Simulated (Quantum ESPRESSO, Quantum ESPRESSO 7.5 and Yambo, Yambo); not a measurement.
## A GW chain in Yambo: CdF2 (Fm-3m)

Aim: the G0W0 gap of CdF2 (Fm-3m) on PBE, step by step.

Program: Quantum ESPRESSO 7.5 and Yambo 5.3.0. Level of theory: PBE and many-body steps on it, plane waves. Results are calculated unless marked as measured.

## 1. Set-up

Symmetry: Fm-3m, No. 225, cubic system. Conventional cell: a = 5.388 Å, b = 5.388 Å, c = 5.388 Å, α = 90.00°, β = 90.00°, γ = 90.00°. Nearest to Cd lie 8 F at 2.33 Å. Nearest to F lie 4 Cd at 2.33 Å. Farther neighbours and most contacts between anions are not listed.

The cell and positions come from the Crystallography Open Database and are kept as given unless a step says otherwise.

## 2. Ground state

This step: Quantum ESPRESSO 7.5; DFT, PBE, plane waves, norm-conserving pseudopotentials.

The ground-state density comes first.

The input, pw.in:

```
&control
  calculation = 'scf'
  prefix = 'x'
  outdir = 'o'
  pseudo_dir = 'pseudo'
/
&system
  ibrav = 0
  nat = 3
  ntyp = 2
  ecutwfc = 94.0
  nbnd = 22
  force_symmorphic = .true.
/
&electrons
  conv_thr = 1e-10
  electron_maxstep = 80
  mixing_beta = 0.5
/
ATOMIC_SPECIES
  Cd 112.41 Cd.upf
  F 18.998 F.upf
CELL_PARAMETERS angstrom
  0.0000000000 2.6940000000 2.6940000000
  2.6940000000 -0.0000000000 2.6940000000
  2.6940000000 2.6940000000 -0.0000000000
ATOMIC_POSITIONS crystal
  Cd 0.0000000000 0.0000000000 0.0000000000
  F 0.2500000000 0.2500000000 0.2500000000
  F 0.7500000000 0.7500000000 0.7500000000
K_POINTS automatic
  6 6 6 0 0 0
```

Launch:

```bash
> OMP_NUM_THREADS=1 mpirun -n 4 pw.x -nk 4 -in pw.in > pw.out
```

What it wrote:

```text
Program PWSCF v.7.5 starts

     This program is part of the open-source Quantum ESPRESSO suite
     for quantum simulation of materials; please cite
         "P. Giannozzi et al., J. Phys.:Condens. Matter 21 395502 (2009);
         "P. Giannozzi et al., J. Phys.:Condens. Matter 29 465901 (2017);
         "P. Giannozzi et al., J. Chem. Phys. 152 154105 (2020);
     in publications or presentations arising from this work. More details at
     Message from routine setup:
     using ibrav=0 with symmetry is DISCOURAGED, use correct ibrav instead

     G-vector sticks info

     bravais-lattice index     =            0
     lattice parameter (alat)  =       7.1997  a.u.
     unit-cell volume          =     263.8878 (a.u.)^3
     number of atoms/cell      =            3
     number of atomic types    =            2
     number of electrons       =        34.00
     number of Kohn-Sham states=           22
     kinetic-energy cutoff     =      94.0000  Ry
     charge density cutoff     =     376.0000  Ry
     scf convergence threshold =      1.0E-10
     mixing beta               =       0.5000
     number of iterations used =            8  plain     mixing
     Exchange-correlation= PBE
                           (   1   4   3   4   0   0   0)

     celldm(1)=   7.199651  celldm(2)=   0.000000  celldm(3)=   0.000000
     celldm(4)=   0.000000  celldm(5)=   0.000000  celldm(6)=   0.000000

     crystal axes: (cart. coord. in units of alat)
               a(1) = (   0.000000   0.707107   0.707107 )
               a(2) = (   0.707107  -0.000000   0.707107 )
               a(3) = (   0.707107   0.707107  -0.000000 )

     reciprocal axes: (cart. coord. in units 2 pi/alat)
               b(1) = ( -0.707107  0.707107  0.707107 )
               b(2) = (  0.707107 -0.707107  0.707107 )
               b(3) = (  0.707107  0.707107 -0.707107 )
     Pseudo is Norm-conserving + core correction, Zval = 20.0
     Generated using ONCVPSP code by D. R. Hamann
     Using radial grid of 1368 points,  6 beta functions with:
     Pseudo is Norm-conserving + core correction, Zval =  7.0
     Generated using ONCVPSP code by D. R. Hamann
     Using radial grid of  832 points,  5 beta functions with:
     Cd               20.00   112.41000     Cd( 1.00)
     F                 7.00    18.99800     F ( 1.00)

     48 Sym. Ops., with inversion, found

   Cartesian axes

     site n.     atom                  positions (alat units)
         1        Cd     tau(   1) = (   0.0000000   0.0000000   0.0000000  )
         2        F      tau(   2) = (   0.3535534   0.3535534   0.3535534  )
         3        F      tau(   3) = (   1.0606602   1.0606602   1.0606602  )

     number of k points=    16
                       cart. coord. in units 2pi/alat
        k(    1) = (   0.0000000   0.0000000   0.0000000), wk =   0.0092593
        k(    2) = (   0.1178511   0.1178511  -0.1178511), wk =   0.0740741
        k(    3) = (   0.2357023   0.2357023  -0.2357023), wk =   0.0740741
        k(    4) = (  -0.3535534  -0.3535534   0.3535534), wk =   0.0370370
        k(    5) = (   0.2357023   0.0000000  -0.0000000), wk =   0.0555556
        k(    6) = (   0.3535534   0.1178511  -0.1178511), wk =   0.2222222
        k(    7) = (  -0.2357023  -0.4714045   0.4714045), wk =   0.2222222
        k(    8) = (  -0.1178511  -0.3535534   0.3535534), wk =   0.2222222
        k(    9) = (   0.0000000  -0.2357023   0.2357023), wk =   0.1111111
        k(   10) = (   0.4714045   0.0000000  -0.0000000), wk =   0.0555556
     [... 4 further rows ...]
        k(   15) = (  -0.1178511  -0.3535534   0.5892557), wk =   0.2222222
        k(   16) = (  -0.7071068   0.2357023   0.0000000), wk =   0.1111111

     Dense  grid:    32647 G-vectors     FFT dimensions: (  45,  45,  45)

     Initial potential from superposition of free atoms

     starting charge      33.9997, renormalised to      34.0000
     Starting wfcs are   18 randomized atomic wfcs +    4 random wfcs

     per-process dynamical memory:    28.4 Mb

     Self-consistent Calculation

     iteration #  1     ecut=    94.00 Ry     beta= 0.50

     total energy              =    -449.30280373 Ry
     estimated scf accuracy    <       0.38882180 Ry

     iteration #  2     ecut=    94.00 Ry     beta= 0.50

     total energy              =    -449.41312000 Ry
     estimated scf accuracy    <       0.06893993 Ry

     iteration #  3     ecut=    94.00 Ry     beta= 0.50

     total energy              =    -449.42409432 Ry
     estimated scf accuracy    <       0.00414792 Ry

     iteration #  4     ecut=    94.00 Ry     beta= 0.50

     total energy              =    -449.42450811 Ry
     estimated scf accuracy    <       0.00005846 Ry

     iteration #  5     ecut=    94.00 Ry     beta= 0.50

     total energy              =    -449.42452890 Ry
     estimated scf accuracy    <       0.00001264 Ry

     iteration #  6     ecut=    94.00 Ry     beta= 0.50

     total energy              =    -449.42453058 Ry
     estimated scf accuracy    <       0.00000509 Ry

     iteration #  7     ecut=    94.00 Ry     beta= 0.50

     total energy              =    -449.42453169 Ry
     estimated scf accuracy    <       0.00000017 Ry

     iteration #  8     ecut=    94.00 Ry     beta= 0.50

     total energy              =    -449.42453168 Ry
     estimated scf accuracy    <       0.00000006 Ry

     iteration #  9     ecut=    94.00 Ry     beta= 0.50

     total energy              =    -449.42453169 Ry
     estimated scf accuracy    <          5.5E-10 Ry

     iteration # 10     ecut=    94.00 Ry     beta= 0.50

     End of self-consistent calculation

          k = 0.0000 0.0000 0.0000 (  4015 PWs)   bands (ev):

   -91.9104 -53.0067 -53.0067 -53.0067 -14.2017 -13.1009   0.9376   0.9376
     0.9376   2.1378   2.1378   5.5577   5.5577   5.5577   6.0345   6.0345
     6.0345   9.6539  19.2706  19.2706  19.2706  24.2209

          k = 0.1179 0.1179-0.1179 (  4047 PWs)   bands (ev):

   -91.9104 -53.0074 -53.0068 -53.0068 -14.1150 -13.1773   1.0370   1.0370
     1.2245   2.1111   2.1111   4.8415   5.3760   5.3760   5.7987   6.0552
     6.0552  10.6120  18.1609  19.6675  19.6675  25.7131

          k = 0.2357 0.2357-0.2357 (  4068 PWs)   bands (ev):

   -91.9104 -53.0086 -53.0070 -53.0070 -13.8964 -13.3708   1.2134   1.2134
     1.9187   2.1325   2.1325   3.9953   4.9422   4.9506   4.9506   6.1088
     6.1088  12.4815  16.6515  20.5543  20.5543  25.0343

          k =-0.3536-0.3536 0.3536 (  4092 PWs)   bands (ev):

     [... further k-points ...]

     highest occupied, lowest unoccupied level (ev):     6.5104    9.6539

!    total energy              =    -449.42453169 Ry
     estimated scf accuracy    <          4.0E-11 Ry

     The total energy is the sum of the following terms:
     one-electron contribution =    -231.75051497 Ry
     hartree contribution      =     131.90836419 Ry
     xc contribution           =     -70.73906150 Ry
     ewald contribution        =    -278.84331940 Ry

     convergence has been achieved in  10 iterations

     XML data file, charge density, pseudopotentials, collected wavefunctions

=------------------------------------------------------------------------------=
   JOB DONE.
=------------------------------------------------------------------------------=
```

Elapsed: 6.2 s, on 4 MPI ranks of Arm Neoverse V2, shared host; peak memory 0.29 GiB; 24 s of CPU time.

This step gave:

* total energy: -6114.7323 eV
* gap: 3.143 eV
* k of the valence top: 0.1667, -0.5, -0.3333
* k of the conduction bottom: 0, 0, 0
* least direct gap: 3.619 eV

The gap is indirect, with the least direct gap 0.48 eV higher.

## 3. Bands along the symmetry lines

The cheap functional maps the bands first; the places of the edges decide which points the dearer methods must see.

The input, pw.in:

```
&control
  calculation = 'bands'
  prefix = 'x'
  outdir = 'o'
  pseudo_dir = 'pseudo'
/
&system
  ibrav = 0
  nat = 3
  ntyp = 2
  ecutwfc = 94.0
  nbnd = 23
  force_symmorphic = .true.
/
&electrons
  conv_thr = 1e-9
  electron_maxstep = 80
  diago_full_acc = .true.
  diago_thr_init = 5e-6
/
ATOMIC_SPECIES
  Cd 112.41 Cd.upf
  F 18.998 F.upf
CELL_PARAMETERS angstrom
  0.0000000000 2.6940000000 2.6940000000
  2.6940000000 -0.0000000000 2.6940000000
  2.6940000000 2.6940000000 -0.0000000000
ATOMIC_POSITIONS crystal
  Cd 0.0000000000 0.0000000000 0.0000000000
  F 0.2500000000 0.2500000000 0.2500000000
  F 0.7500000000 0.7500000000 0.7500000000
K_POINTS crystal
  50
  0.00000000 0.00000000 0.00000000 1
  0.06250000 0.00000000 0.06250000 1
  0.12500000 0.00000000 0.12500000 1
  0.18750000 0.00000000 0.18750000 1
  0.25000000 0.00000000 0.25000000 1
  0.31250000 0.00000000 0.31250000 1
  0.37500000 0.00000000 0.37500000 1
  0.43750000 0.00000000 0.43750000 1
  0.50000000 0.00000000 0.50000000 1
  0.51562500 0.03125000 0.51562500 1
  0.53125000 0.06250000 0.53125000 1
  0.54687500 0.09375000 0.54687500 1
  0.56250000 0.12500000 0.56250000 1
  0.57812500 0.15625000 0.57812500 1
  0.59375000 0.18750000 0.59375000 1
  0.60937500 0.21875000 0.60937500 1
  0.62500000 0.25000000 0.62500000 1
  0.37500000 0.37500000 0.75000000 1
  0.32812500 0.32812500 0.65625000 1
  0.28125000 0.28125000 0.56250000 1
  0.23437500 0.23437500 0.46875000 1
  0.18750000 0.18750000 0.37500000 1
  0.14062500 0.14062500 0.28125000 1
  0.09375000 0.09375000 0.18750000 1
  0.04687500 0.04687500 0.09375000 1
  0.00000000 0.00000000 0.00000000 1
  0.06250000 0.06250000 0.06250000 1
  0.12500000 0.12500000 0.12500000 1
  0.18750000 0.18750000 0.18750000 1
  0.25000000 0.25000000 0.25000000 1
  0.31250000 0.31250000 0.31250000 1
  0.37500000 0.37500000 0.37500000 1
  0.43750000 0.43750000 0.43750000 1
  0.50000000 0.50000000 0.50000000 1
  0.50000000 0.46875000 0.53125000 1
  0.50000000 0.43750000 0.56250000 1
  0.50000000 0.40625000 0.59375000 1
  0.50000000 0.37500000 0.62500000 1
  0.50000000 0.34375000 0.65625000 1
  0.50000000 0.31250000 0.68750000 1
  0.50000000 0.28125000 0.71875000 1
  0.50000000 0.25000000 0.75000000 1
  0.50000000 0.21875000 0.71875000 1
  0.50000000 0.18750000 0.68750000 1
  0.50000000 0.15625000 0.65625000 1
  0.50000000 0.12500000 0.62500000 1
  0.50000000 0.09375000 0.59375000 1
  0.50000000 0.06250000 0.56250000 1
  0.50000000 0.03125000 0.53125000 1
  0.50000000 0.00000000 0.50000000 1
```

What it wrote:

```text
[banner, memory and clock lines left out]
Program PWSCF v.7.5 starts

     Atomic positions and unit cell read from directory:
     o/x.save/

     Message from routine setup:
     using ibrav=0 with symmetry is DISCOURAGED, use correct ibrav instead

     G-vector sticks info

     bravais-lattice index     =            0
     lattice parameter (alat)  =       7.1997  a.u.
     unit-cell volume          =     263.8878 (a.u.)^3
     number of atoms/cell      =            3
     number of atomic types    =            2
     number of electrons       =        34.00
     number of Kohn-Sham states=           23
     kinetic-energy cutoff     =      94.0000  Ry
     charge density cutoff     =     376.0000  Ry
     Exchange-correlation= PBE
                           (   1   4   3   4   0   0   0)

     celldm(1)=   7.199651  celldm(2)=   0.000000  celldm(3)=   0.000000
     celldm(4)=   0.000000  celldm(5)=   0.000000  celldm(6)=   0.000000

     crystal axes: (cart. coord. in units of alat)
               a(1) = (   0.000000   0.707107   0.707107 )
               a(2) = (   0.707107  -0.000000   0.707107 )
               a(3) = (   0.707107   0.707107  -0.000000 )

     reciprocal axes: (cart. coord. in units 2 pi/alat)
               b(1) = ( -0.707107  0.707107  0.707107 )
               b(2) = (  0.707107 -0.707107  0.707107 )
               b(3) = (  0.707107  0.707107 -0.707107 )
     Pseudo is Norm-conserving + core correction, Zval = 20.0
     Generated using ONCVPSP code by D. R. Hamann
     Using radial grid of 1368 points,  6 beta functions with:
     Pseudo is Norm-conserving + core correction, Zval =  7.0
     Generated using ONCVPSP code by D. R. Hamann
     Using radial grid of  832 points,  5 beta functions with:
     Cd               20.00   112.41000     Cd( 1.00)
     F                 7.00    18.99800     F ( 1.00)

     48 Sym. Ops., with inversion, found

   Cartesian axes

     site n.     atom                  positions (alat units)
         1        Cd     tau(   1) = (   0.0000000   0.0000000   0.0000000  )
         2        F      tau(   2) = (   0.3535534   0.3535534   0.3535534  )
         3        F      tau(   3) = (   1.0606602   1.0606602   1.0606602  )

     number of k points=    50
                       cart. coord. in units 2pi/alat
        k(    1) = (   0.0000000   0.0000000   0.0000000), wk =   0.0400000
        k(    2) = (   0.0000000   0.0883883   0.0000000), wk =   0.0400000
        k(    3) = (   0.0000000   0.1767767   0.0000000), wk =   0.0400000
[...]
[... 38 further rows ...]
        k(   49) = (   0.0441942   0.7071068   0.0000000), wk =   0.0400000
        k(   50) = (   0.0000000   0.7071068   0.0000000), wk =   0.0400000

     Dense  grid:    32647 G-vectors     FFT dimensions: (  45,  45,  45)

     The potential is recalculated from file :
     o/x.save/charge-density

     Starting wfcs are   18 randomized atomic wfcs +    5 random wfcs

     Band Structure Calculation

     End of band structure calculation

          k = 0.0000 0.0000 0.0000 (  4015 PWs)   bands (ev):

   -91.9103 -53.0066 -53.0066 -53.0066 -14.2018 -13.1009   0.9377   0.9377
     0.9377   2.1379   2.1379   5.5577   5.5577   5.5577   6.0345   6.0345
     6.0345   9.6539  19.2706  19.2706  19.2706  24.2210  26.4704

          k = 0.0000 0.0884 0.0000 (  4035 PWs)   bands (ev):

   -91.9104 -53.0067 -53.0067 -53.0067 -14.1850 -13.1157   0.9593   0.9593
[...]
6.0418   9.8549  19.0074  19.3403  19.3403  24.6052  26.1507

          k = 0.0000 0.1768 0.0000 (  4047 PWs)   bands (ev):

[...]
6.0736  10.3733  18.4219  19.5343  19.5343  24.7507  26.2188

          k =-0.0000 0.2652 0.0000 (  4048 PWs)   bands (ev):

[...]
k = 0.0000 0.4419-0.0000 (  4056 PWs)   bands (ev):

[...]
k =-0.0000 0.5303 0.0000 (  4064 PWs)   bands (ev):

[...]
k = 0.0000 0.6187-0.0000 (  4064 PWs)   bands (ev):

[...]
k = 0.4640 0.4640-0.0000 (  4075 PWs)   bands (ev):

[...]
k = 0.3315 0.3315-0.0000 (  4063 PWs)   bands (ev):

[...]
k = 0.3094 0.7071-0.0000 (  4080 PWs)   bands (ev):

[...]
k = 0.2210 0.7071-0.0000 (  4074 PWs)   bands (ev):

[...]
k = 0.1768 0.7071-0.0000 (  4062 PWs)   bands (ev):

[...]
k = 0.0442 0.7071 0.0000 (  4076 PWs)   bands (ev):

[...]
6.4451  14.5688  16.2770  18.4711  20.7596  20.8886  26.0884

          k = 0.0000 0.7071 0.0000 (  4088 PWs)   bands (ev):

   -91.9104 -53.0092 -53.0077 -53.0077 -13.7328 -13.4694   1.1535   1.8889
     1.8889   2.2524   2.4249   3.4542   3.5900   3.5900   6.0229   6.4411
     6.4411  14.5663  16.2381  18.4942  20.8276  20.8276  26.0277

     XML data file, pseudopotentials, collected wavefunctions
```

Elapsed: 5 s, on 4 MPI ranks; peak memory 0.25 GiB.

This step gave:

```yaml
gap: 3.124 eV
k_of_the_valence_top: 0.5, 0.25, 0.75
k_of_the_conduction_bottom: 0, 0, 0
least_direct_gap: 3.619 eV
```

The gap is 3.124 eV, −0.019 eV from the run before at this level.

Electronic bands along the path, in eV, zero at the top of the highest filled band:

```
    point  band 14  band 15  band 16  band 17  band 18  band 19  band 20  band 21
        Γ    -0.97    -0.50    -0.50    -0.50     3.12    12.74    12.74    12.74
  halfway    -1.83    -0.50    -0.31    -0.31     5.33    10.70    13.59    13.59
        X    -2.94    -0.51    -0.09    -0.09     8.04     9.71    11.96    14.30
  halfway    -2.67    -0.56    -0.23    -0.12     8.05    10.01    11.76    14.25
        U    -2.30    -0.95    -0.35    -0.20     7.99    10.79    11.16    14.50
jump to K    -2.30    -0.95    -0.35    -0.20     7.99    10.79    11.16    14.50
  halfway    -1.42    -1.14    -0.44    -0.41     5.62    10.69    13.12    14.00
        Γ    -0.97    -0.50    -0.50    -0.50     3.12    12.74    12.74    12.74
  halfway    -1.36    -1.12    -0.45    -0.45     4.99    10.84    13.56    13.56
        L    -1.83    -1.83    -0.39    -0.39     7.20     9.18    14.53    14.53
  halfway    -1.85    -1.49    -0.47    -0.24     7.58     9.86    12.99    13.97
        W    -1.52    -1.52    -0.60     0.00     8.10    11.53    11.72    11.72
  halfway    -2.48    -0.56    -0.53    -0.04     8.07    10.29    11.71    13.39
        X    -2.94    -0.51    -0.09    -0.09     8.04     9.71    11.96    14.30
```

The electronic bands as a text plot (rows in eV, shown from -4.8 to 9.1 only):

```
    8.8 |
    8.3 |            ++++++                              ++++++++
    7.7 |          ++      +                         ++++
    7.1 |         +         ++                  +++++
    6.5 |                     ++               +
    5.9 |       ++                           ++
    5.4 |     ++                +
    4.8 |    +                   ++         +
    4.2 |                          ++      +
    3.6 |  ++                        +   ++
    3.1 |++                           +++
    2.5 |
    1.9 |
    1.3 |
    0.7 |
    0.2 |          *****                                *********
   -0.4 |********************************************************
   -1.0 |****            **     *************              **
   -1.6 |  *****           **********    *******************
   -2.2 |    *****       *****   **         *   ********    *
   -2.7 |       ***********     *            ********   *********
   -3.3 |          *************                     ************
   -3.9 |          ****                          ****          **
   -4.5 |********************************************************
         Γ           X  U|K            Γ         L        W     X
```

(Part 1 of 3 ends here.)

[Paths, hosts, dates, memory and timing lines, banners, echoed tables and standing remarks are left out of the program output.]

[Logs are printed without paths, hosts, clocks, repeated set-up lines and the standing remarks that a program may print on its own settings, such as how far it seeks lower states.]

[Runs of the session that timed out or met a known fault of the program may be left out.]

[Hosts, paths, dates, database ids (printed as entryN), source tags and the programs' standing remarks are cut or masked in the printed files.]
